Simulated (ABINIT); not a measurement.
## Excitons of TiO2 (Anatase) on ever denser meshes

Wanted: excitons and ε₂ of TiO2 (Anatase), with cost.

Program: ABINIT 10.8.3. Level of theory: PBE and many-body steps on it, plane waves. Results are calculated unless marked as measured.

### Step 1. Set-up

It takes space group I4_1/amd (No. 141, tetragonal). The conventional cell has a = 3.784 Å, b = 3.784 Å, c = 9.515 Å, α = 90.00°, β = 90.00°, γ = 90.00°. Nearest to Ti lie 6 O at 1.93 to 1.98 Å. Nearest to O lie 3 Ti at 1.93 to 1.98 Å. Farther neighbours and most contacts between anions are not listed.

The cell and positions come from the Crystallography Open Database and are kept as given unless a step says otherwise.

### Step 2. Empty states on the mesh, 4×4×4 mesh, 115 bands

This step: ABINIT 10.8.3; DFT, PBE, plane waves, norm-conserving pseudopotentials.

The sums over transitions need many empty states on a uniform mesh; this step solves for them.

File run.abi:

```
acell 3*1.0 Angstrom
rprim 
  -1.892100000000 1.892100000000 4.757300000000
  1.892100000000 -1.892100000000 4.757300000000
  1.892100000000 1.892100000000 -4.757300000000
ntypat 2
znucl 22 8
natom 6
typat 1 1 2 2 2 2
xred 
  0.000000000000 0.000000000000 0.000000000000
  0.750000000000 0.250000000000 0.500000000000
  0.208100000000 0.208100000000 0.000000000000
  0.958100000000 0.458100000000 0.500000000000
  0.541900000000 0.041900000000 0.500000000000
  0.791900000000 0.791900000000 0.000000000000
pp_dirpath "pseudos"
pseudos "Ti.upf, O.upf"
ecut 38
ngkpt 4 4 4
nshiftk 1
shiftk 0 0 0
kptopt 1
chksymbreak 0
iscf -2
irdden 1
istwfk *1
nband 115
nbdbuf 10
tolwfr 1e-09
nstep 60
prtvol 0
indata_prefix "in"
outdata_prefix "out"
tmpdata_prefix "tmp"
```

Started as:

```console
> OMP_NUM_THREADS=1 mpirun -n 4 abinit run.abi > log
```

Numbers of over 12 decimals in the logs are rounded to 6 here.

Log:

```text
.Version 10.8.3 of ABINIT. v10.8.2 released Aug 2026.

 Symmetries : space group I4_1/a m d (#141); Bravais tI (body-center tetrag.)
[... echo of the input left out ...]
== DATASET  1 ==================================================================
-   mpi_nproc: 4, omp_nthreads: 1 (-1 if OMP is not activated)

--- !DatasetInfo
iteration_state: {dtset: 1, }
dimensions: {natom: 6, nkpt: 13, mband: 115, nsppol: 1, nspinor: 1, nspden: 1, mpw: 5174, }
cutoff_energies: {ecut:  38.0, pawecutdg:  -1.0, }
[...]
2.07360    2.07360    2.09849    2.09849    2.13804    2.20922    2.23934    2.25230
   2.25735    2.25735    2.26650    2.26650    2.28666    2.32165    2.32499    2.35569
   2.35580    2.36396    2.38874
 prteigrs : prtvol=0 or 1, do not print more k-points.

== END DATASET(S) ==============================================================
================================================================================

 -outvars: echo values of variables after computation  --------
            nband         115
             nkpt          13
          spgroup         141
 [... the other variables as echoed above ...]

 Calculation completed.
```

Elapsed: 70 s, on 4 MPI ranks of Arm Neoverse V2, shared host; peak memory 0.46 GiB; 4.6 min of CPU time.

This step gave:

```yaml
gap: 2.189 eV
k_of_the_valence_top: 0.5, 0.5, 0
k_of_the_conduction_bottom: 0, 0, 0
least_direct_gap: 2.492 eV
k_points_computed: 13
lowest_point_of_the_top_converged_band_above_the_valence_top: 56.3774 eV
```

On this mesh the gap is 2.189 eV.

The density comes from a self-consistent run that is not shown.

### Step 3. Screening, 4×4×4 mesh, 105 bands, screening to 130.6 eV

The RPA dielectric matrix is built and inverted for each q.

This step: RPA screening on PBE, plane waves, norm-conserving pseudopotentials.

run.abi: that of step 2 with these lines changed.

```diff
@@ -24,10 +24,11 @@
 chksymbreak 0
-iscf -2
-irdden 1
 istwfk *1
-nband 115
-nbdbuf 10
-tolwfr 1e-09
-nstep 60
-prtvol 0
+occopt 1
+irdwfk 1
+optdriver 3
+nband 105
+ecuteps 4.8
+inclvkb 2
+awtr 1
+symchi 1
 indata_prefix "in"
```

Log:

```text
.Version 10.8.3 of ABINIT. v10.8.2 released Aug 2026.

 Symmetries : space group I4_1/a m d (#141); Bravais tI (body-center tetrag.)
[... echo of the input left out ...]
== DATASET  1 ==================================================================
-   mpi_nproc: 4, omp_nthreads: 1 (-1 if OMP is not activated)

--- !DatasetInfo
iteration_state: {dtset: 1, }
dimensions: {natom: 6, nkpt: 13, mband: 105, nsppol: 1, nspinor: 1, nspden: 1, mpw: 5174, }
cutoff_energies: {ecut:  38.0, pawecutdg:  -1.0, }
[...]
--------------------------------------------------------------------------------
[... chi0 elements left out ...]
 For q-point:  0.000010 0.000020 0.000030
  dielectric constant =   6.6840
  dielectric constant without local fields =   7.0363

  Average fulfillment of the sum rule on Im[epsilon] for q-point    1 :     52.30  [%]
[... wings left out ...]
  q-point number  2        q = ( 0.250000, 0.000000, 0.000000) [r.l.u.]
--------------------------------------------------------------------------------
[... chi0 elements left out ...]
  Average fulfillment of the sum rule on Im[epsilon] for q-point    2 :     63.35  [%]

 [... 11 further q-points ...]
```

Wall time 17 min (4 MPI ranks); peak memory 14 GiB.

Numbers from this step:

| Property | Result |
| --- | --- |
| ε∞ with local fields, on this mesh, along the program's q direction | 6.684 |
| the same without local fields | 7.036 |
| plasma frequency | 31.17 eV |
| plane waves in the screening matrix | 213 |

Local fields lower ε∞ by 5 %.

### Step 4. Self-energy, 4×4×4 mesh, 105 bands, screening to 130.6 eV

The self-energy is evaluated for the states that the input lists, and the levels follow from it, in one-shot runs by the linearised quasiparticle equation.

This step: G0W0 on PBE, plane waves, norm-conserving pseudopotentials.

run.abi: that of step 3 with these lines changed.

```diff
@@ -27,8 +27,19 @@
 irdwfk 1
-optdriver 3
+optdriver 4
 nband 105
+gwcalctyp 0
+ecutsigx 38
+symsigma 1
+nkptgw 3
+kptgw 
+  0.5000000000 0.5000000000 0.0000000000
+  0.0000000000 0.0000000000 0.0000000000
+  -0.2500000000 -0.2500000000 0.2500000000
+bdgw 
+  23 26
+  23 26
+  23 26
 ecuteps 4.8
-inclvkb 2
-awtr 1
-symchi 1
+irdscr 1
+ppmodel 1
 indata_prefix "in"
```

Log:

```text
.Version 10.8.3 of ABINIT. v10.8.2 released Aug 2026.

 Symmetries : space group I4_1/a m d (#141); Bravais tI (body-center tetrag.)
[... echo of the input left out ...]
== DATASET  1 ==================================================================
-   mpi_nproc: 4, omp_nthreads: 1 (-1 if OMP is not activated)

--- !DatasetInfo
iteration_state: {dtset: 1, }
dimensions: {natom: 6, nkpt: 13, mband: 105, nsppol: 1, nspinor: 1, nspden: 1, mpw: 5174, }
cutoff_energies: {ecut:  38.0, pawecutdg:  -1.0, }
[...]
Band     E0 <VxcDFT>   SigX SigC(E0)      Z dSigC/dE  Sig(E)    E-E0       E
[...]
25   6.385 -19.488 -11.831  -5.407   0.785  -0.274 -17.722   1.766   8.151
       26   6.912 -20.310 -12.031  -5.830   0.778  -0.286 -18.406   1.904   8.816

== END DATASET(S) ==============================================================
================================================================================

 -outvars: echo values of variables after computation  --------
           etotal      0.0000000000E+00
            nband         105
             nkpt          13
          spgroup         141
 [... the other variables as echoed above ...]

 Calculation completed.
```

Wall time 38 s (4 MPI ranks); peak memory 9 GiB.

This step gave:

| Quantity | Value |
| --- | --- |
| G0W0 gap on the points computed | 3.712 eV |
| starting gap on the mesh | 2.189 eV |
| k of the valence top | 0.5, 0.5, 0 |
| k of the conduction bottom | 0, 0, 0 |
| least direct G0W0 gap on the computed points | 4.052 eV |

The gap on the mesh goes from 2.19 eV to 3.71 eV, a correction of +1.52 eV.

The gap opens by 1.523 eV; the next steps shift the empty bands rigidly by 1.560 eV, the correction at the start's least direct gap.

### Step 5. Model screening

Light makes an electron and a hole together. The Bethe-Salpeter equation adds their screened attraction and their exchange, in a window of bands around the gap.

This step: Bethe-Salpeter equation on PBE with a scissors shift, plane waves, norm-conserving pseudopotentials.

run.abi: that of step 4 with these lines changed.

```diff
@@ -27,19 +27,18 @@
 irdwfk 1
-optdriver 4
-nband 105
-gwcalctyp 0
-ecutsigx 38
-symsigma 1
-nkptgw 3
-kptgw 
-  0.5000000000 0.5000000000 0.0000000000
-  0.0000000000 0.0000000000 0.0000000000
-  -0.2500000000 -0.2500000000 0.2500000000
-bdgw 
-  23 26
-  23 26
-  23 26
-ecuteps 4.8
-irdscr 1
-ppmodel 1
+optdriver 99
+bs_calctype 1
+mbpt_sciss 1.560 eV
+bs_loband 23
+nband 25
+bs_exchange_term 1
+bs_coulomb_term 21
+bs_coupling 0
+bs_algorithm 1
+bs_freq_mesh 0 7 0.05 eV
+zcut 0.1 eV
+ecuteps 3
+ecutwfn 19
+inclvkb 2
+mdf_epsinf 6.68
+irdden 1
 indata_prefix "in"
```

Log:

```text
.Version 10.8.3 of ABINIT. v10.8.2 released Aug 2026.

 Symmetries : space group I4_1/a m d (#141); Bravais tI (body-center tetrag.)
[... echo of the input left out ...]
== DATASET  1 ==================================================================
-   mpi_nproc: 4, omp_nthreads: 1 (-1 if OMP is not activated)

--- !DatasetInfo
iteration_state: {dtset: 1, }
dimensions: {natom: 6, nkpt: 13, mband: 25, nsppol: 1, nspinor: 1, nspden: 1, mpw: 1829, }
cutoff_energies: {ecut:  19.0, pawecutdg:  -1.0, }
electrons: {nelect:   4.80000000E+01, charge:   0.00000000E+00, occopt:   1.00000000E+00, tsmear:   1.00000000E-02, }

 Exciton: Calculation of dielectric properties by solving the Bethe-Salpeter equation
 in frequency domain and reciprocal space on a transitions basis set.
 Based on a program developed by L. Reining, V. Olevano, F. Sottile,
 S. Albrecht, and G. Onida. Incorporated in ABINIT by M. Giantomassi.

.Using double precision arithmetic ; gwpc =  8

[... cell and pseudopotentials left out ...]
--------------------------------------------------------------------------------

 ==== K-mesh for the wavefunctions ====
 Number of points in the irreducible wedge :    13
[... list of points left out ...]
 Together with 16 symmetry operations and time-reversal symmetry
 yields    64 points in the full Brillouin Zone.

 ==== Q-mesh for the screening function ====
 Number of points in the irreducible wedge :    13
[... list of points left out ...]
 Together with 16 symmetry operations and time-reversal symmetry
 yields    64 points in the full Brillouin Zone.

 vcoul_init : cutoff-mode = AUXILIARY_FUNCTION
 q-points for optical limit:   1
     1)      0.000010    0.000020    0.000030
 setmesh: FFT mesh size selected  =    72x   72x   72
          total number of points  =       373248

 ==== Fundamental parameters for the solution of the Bethe-Salpeter equation: ====
 Algorithm: Direct diagonalization.
 Dimension of the v, W matrices,  npweps  = 111
 Cutoff for the wavefunctions,    npwwfn  = 1805
 Number of k-points in the IBZ,   nkibz   = 13
 Highest empty band included,     nband   = 25
 === Spin UP ===
 Number of resonant transitions          128
 Lowest occupied state                   23
 Highest occupied state                  24
 Lowest unoccupied state                 25
 Highest unoccupied state                25
 Minimum frequency [eV]           Emin    =   0.00
 Maximum frequency [eV]           Emax    =   7.00
 Frequency step [eV]              dE      =   0.05
 Lorentzian broadening [eV]       eta     =   0.10
 RPA L0 with KS energies and KS wavefunctions
 Scissors operator energy [eV] =          1.56
 Local fields effects (v term) included
 Excitonic effects (W term) included
 Full W_GG' included
 W is approximated with the model dielectric function
 Resonant-only calculation (Hermitian case)

 Calculating epsilon_Macro(q-->0,w), along the following directions:
 q = (  1.057558  0.000000  0.000000) [r.l.u.]
 q = (  0.000000  1.057558  0.000000) [r.l.u.]
 q = (  0.000000  0.000000  0.804782) [r.l.u.]
 q = ( -0.569067  0.569067  0.569067) [r.l.u.]
 q = (  0.569067 -0.569067  0.569067) [r.l.u.]
 q = (  1.430802  1.430802 -1.430802) [r.l.u.]
 Number of electrons calculated from density =   47.9593; Expected =   48.0000
 average of density, n =  0.104320
 r_s =    1.3178
 omega_plasma =   31.1558 [eV]

. Writing resonant excitonic Hamiltonian on file out_BSR; file size=   0.00 [Gb].
 Direct diagonalization of the resonant excitonic Hamiltonian, Matrix size= 128
. Using LAPACK sequential version.
 Excitonic eigenvalues in eV up to n=   32
   3.66360   3.67748   3.69605   3.71160   3.85832   3.86159   3.87349   3.87589
   4.43355   4.44417   4.44963   4.45166   4.48140   4.48276   4.48406   4.48529
   4.51544   4.51725   4.51872   4.53225   4.63539   4.64241   4.64339   4.64520
   4.66915   4.67137   4.67367   4.67605   4.67785   4.68459   4.68611   4.68704

 First excitonic eigenvalue=    3.66 [eV]
 Last  excitonic eigenvalue=    5.53 [eV]

 GW  direct gap       4.05  0.00 [eV]
 EXC direct gap       3.66  0.00 [eV]
 EXC binding energy   0.39  0.00 [eV]

 Excitonic eigenvalues up to the GW energy gap [eV]
  1 (  3.66  0.00)
  2 (  3.68  0.00)
  3 (  3.70  0.00)
  4 (  3.71  0.00)
  5 (  3.86  0.00)
  6 (  3.86  0.00)
  7 (  3.87  0.00)
  8 (  3.88  0.00)

 Macroscopic dielectric function:
 omega [eV] <KS_RPA_nlf>  <GW_RPA_nlf>  <BSE>
   0.0000   1.8208   0.0000   1.5414   0.0000   1.5934   0.0000
   0.0500   1.8210   0.0009   1.5415   0.0003   1.5935   0.0003
   0.1000   1.8217   0.0019   1.5417   0.0005   1.5937   0.0007
   0.1500   1.8229   0.0028   1.5420   0.0008   1.5942   0.0010
   0.2000   1.8246   0.0038   1.5425   0.0010   1.5948   0.0014
   0.2500   1.8267   0.0048   1.5430   0.0013   1.5955   0.0017
   0.3000   1.8293   0.0058   1.5438   0.0016   1.5965   0.0021
   0.3500   1.8325   0.0068   1.5446   0.0018   1.5976   0.0024
   0.4000   1.8361   0.0079   1.5456   0.0021   1.5989   0.0028
   0.4500   1.8403   0.0090   1.5467   0.0024   1.6004   0.0032

 Writing KS-RPA macroscopic dielectric function without local fields to file: out_RPA_NLF_MDF
 Writing GW-RPA macroscopic dielectric function without local fields to file: out_GW_NLF_MDF
 Writing EXC Macroscopic dielectric function to file: out_EXC_MDF

== END DATASET(S) ==============================================================
================================================================================

 -outvars: echo values of variables after computation  --------
           etotal      0.0000000000E+00
            nband          25
             nkpt          13
          spgroup         141
 [... the other variables as echoed above ...]

 Calculation completed.
```

It took 16 s on 4 MPI ranks; peak memory 1.8 GiB.

This step gave:

```yaml
direct_gap_of_the_transition_levels: 4.052 eV
transitions_in_the_window: 128
first_strong_exciton_over_a_fiftieth_of_the_strongest_listed: 3.664 eV
lowest_state: 3.664 eV
binding_of_the_lowest_state_below_the_direct_gap: 0.3884 eV
coulomb_term_of_one_mesh_cell: 0.3745 eV
```

The binding is 1.0 times the screened Coulomb term of one mesh cell (0.37 eV), so it is not shown settled.

The lowest state lies at 3.664 eV, 0.388 eV under the direct gap.

Lines within 3 meV are set at the lowest of them, and the highest group, which the list may cut short, is left out. Exciton lines, with heights relative to the strongest:

```
position (eV)  lines merged  oscillator strength, relative
        3.664             1                            100
        3.678             1                             78
        3.696             1                            4.8
        3.712             1                            0.5
        3.858             1                            4.0
        3.862             1                             10
        3.873             2                             15
        4.434             1                             38
        4.444             1                             21
        4.450             2                            7.9
```

The ε₂ has structure finer than the step of the table below, so its rows give means over 0.25 eV, whole bins alone (the curve runs from 0 to 6.95 eV). Peaks (eV: height): BSE 3.650: 3.77, 4.700: 3.98; no electron-hole interaction 4.150: 3.17, 5.050: 4.47; Kohn-Sham, no shift 2.600: 3.17, 3.450: 4.39.

Mean over the three Cartesian directions of q; broadening 0.1 eV; transition window only. Limits: finite bands, cutoff and mesh; exciton not shown settled in the k mesh. Table of ε₂ by photon energy; means over each step:

```csv
photon energy (eV),BSE,no electron-hole interaction,"Kohn-Sham, no shift"
0.25,0.00173,0.00127,0.00464
0.50,0.00349,0.00260,0.00971
0.75,0.00542,0.00403,0.0158
1.00,0.00764,0.00565,0.0238
1.25,0.0103,0.00748,0.0355
1.50,0.0136,0.00966,0.0543
1.75,0.0179,0.0124,0.0903
2.00,0.0237,0.0158,0.180
2.25,0.0323,0.0205,0.602
2.50,0.0458,0.0270,2.60
2.75,0.0698,0.0368,1.54
3.00,0.121,0.0528,0.750
3.25,0.278,0.0826,2.35
3.50,1.38,0.152,3.69
3.75,2.65,0.416,2.17
4.00,0.856,2.11,0.636
4.25,0.991,2.09,0.555
4.50,2.83,0.707,0.257
4.75,3.30,1.85,0.0920
5.00,1.83,3.71,0.0548
5.25,0.503,2.53,0.0378
5.50,0.509,0.886,0.0280
5.75,0.198,0.513,0.0216
6.00,0.0807,0.368,0.0172
6.25,0.0501,0.110,0.0140
6.50,0.0354,0.0618,0.0116
6.75,0.0266,0.0419,0.00980
```

### Step 6. Empty states on the mesh, 6×6×6 mesh, 36 bands

This step: DFT, PBE, plane waves, norm-conserving pseudopotentials.

run.abi: that of step 5 with these lines changed.

```diff
@@ -19,3 +19,3 @@
 ecut 38
-ngkpt 4 4 4
+ngkpt 6 6 6
 nshiftk 1
@@ -24,21 +24,10 @@
 chksymbreak 0
+iscf -2
+irdden 1
 istwfk *1
-occopt 1
-irdwfk 1
-optdriver 99
-bs_calctype 1
-mbpt_sciss 1.560 eV
-bs_loband 23
-nband 25
-bs_exchange_term 1
-bs_coulomb_term 21
-bs_coupling 0
-bs_algorithm 1
-bs_freq_mesh 0 7 0.05 eV
-zcut 0.1 eV
-ecuteps 3
-ecutwfn 19
-inclvkb 2
-mdf_epsinf 6.68
-irdden 1
+nband 36
+nbdbuf 4
+tolwfr 1e-09
+nstep 60
+prtvol 0
 indata_prefix "in"
```

Log:

```text
.Version 10.8.3 of ABINIT. v10.8.2 released Aug 2026.

 Symmetries : space group I4_1/a m d (#141); Bravais tI (body-center tetrag.)
[... echo of the input left out ...]
== DATASET  1 ==================================================================
-   mpi_nproc: 4, omp_nthreads: 1 (-1 if OMP is not activated)

--- !DatasetInfo
iteration_state: {dtset: 1, }
dimensions: {natom: 6, nkpt: 30, mband: 36, nsppol: 1, nspinor: 1, nspden: 1, mpw: 5158, }
cutoff_energies: {ecut:  38.0, pawecutdg:  -1.0, }
[...]
0.07584    0.07584    0.07756    0.12347    0.12360    0.12360    0.13465    0.13465
   0.23084    0.25826    0.29978    0.29978    0.30087    0.30087    0.33922    0.34945
   0.35017    0.38636    0.43142    0.59890
 prteigrs : prtvol=0 or 1, do not print more k-points.

== END DATASET(S) ==============================================================
================================================================================

 -outvars: echo values of variables after computation  --------
            nband          36
             nkpt          30
          spgroup         141
 [... the other variables as echoed above ...]

 Calculation completed.
```

It took 43 s on 4 MPI ranks; peak memory 0.4 GiB.

This step gave:

```yaml
gap: 2.189 eV
k_of_the_valence_top: 0.5, 0.5, 0
k_of_the_conduction_bottom: 0, 0, 0
least_direct_gap: 2.504 eV
k_points_computed: 30
lowest_point_of_the_top_converged_band_above_the_valence_top: 5.060 eV
```

On this mesh the gap is 2.189 eV.

(Part 1 of 2 ends here.)

[Paths, hosts, dates, memory and timing lines, banners, echoed tables and standing remarks are left out of the program output.]

[Logs are printed without paths, hosts, clocks, repeated set-up lines and the standing remarks that a program may print on its own settings, such as how far it seeks lower states.]

[Runs of the session that timed out or met a known fault of the program may be left out.]

[Hosts, paths, dates, database ids (printed as entryN), source tags and the programs' standing remarks are cut or masked in the printed files.]

[G0W0 gaps are taken among the corrected bands and points alone; a level outside them can change the order at an edge.]

[Where Ansatz stands beside ABINIT at settings called matched, ABINIT's density can come from a denser mesh and the files from another edition; pairs whose starting gaps differed by over 0.03 eV were left out, so agreement reads better than it is.]
